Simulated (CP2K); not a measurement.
Consider thietane at its PBE geometry (Å).

```xyz
10

C    -0.0819    0.4337   -0.5821
C     1.1770   -0.1360    0.1086
S     0.1618   -1.4113    0.9820
C    -1.1092   -0.2138    0.3732
H    -0.1273    1.5302   -0.6487
H    -0.1855    0.0239   -1.5943
H     1.9493   -0.5514   -0.5484
H     1.6397    0.5578    0.8226
H    -1.4422    0.4525    1.1797
H    -1.9817   -0.6856   -0.0927
```

Method: CP2K XAS_TDP, all-electron GAPW, PBEh(45%), aug-cc-pVDZ, TDA, ZORA, spin–orbit coupling.

**Question.** Where do the S L₂,₃-edge lines lie, and how strong are they?

Leading lines: S3 163.97 eV. The leading line of an atom is its first one with 35 % of the strongest within 2.5 eV of its lowest line over the strength cut. 

The first six lines of each atom with a strength over 0.0003:

```
              atom  energy (eV)  states  strength, one atom
S3 (bonded to 2 C)       162.59       1              0.0013
                         162.87       1              0.0011
                         163.68       1              0.0011
                         163.97       1              0.0026
                         164.35       1              0.0019
                         164.47       1              0.0054
```

Lines are vertical, at one geometry, with no vibrational structure. Without a correction of the core level, line positions, and the gaps between valence and Rydberg lines, follow the share of exact exchange. Rydberg lines, and the discretised continuum above threshold, depend on the basis and the box.

[Banner, clock and machine lines of the logs are left out without a mark of their own.]

[Logs are printed without paths, hosts, clocks, repeated set-up lines and the standing remarks that a program may print on its own settings, such as how far it seeks lower states.]

[Hosts, paths, dates, database ids (printed as entryN), source tags and the programs' standing remarks are cut or masked in the printed files.]
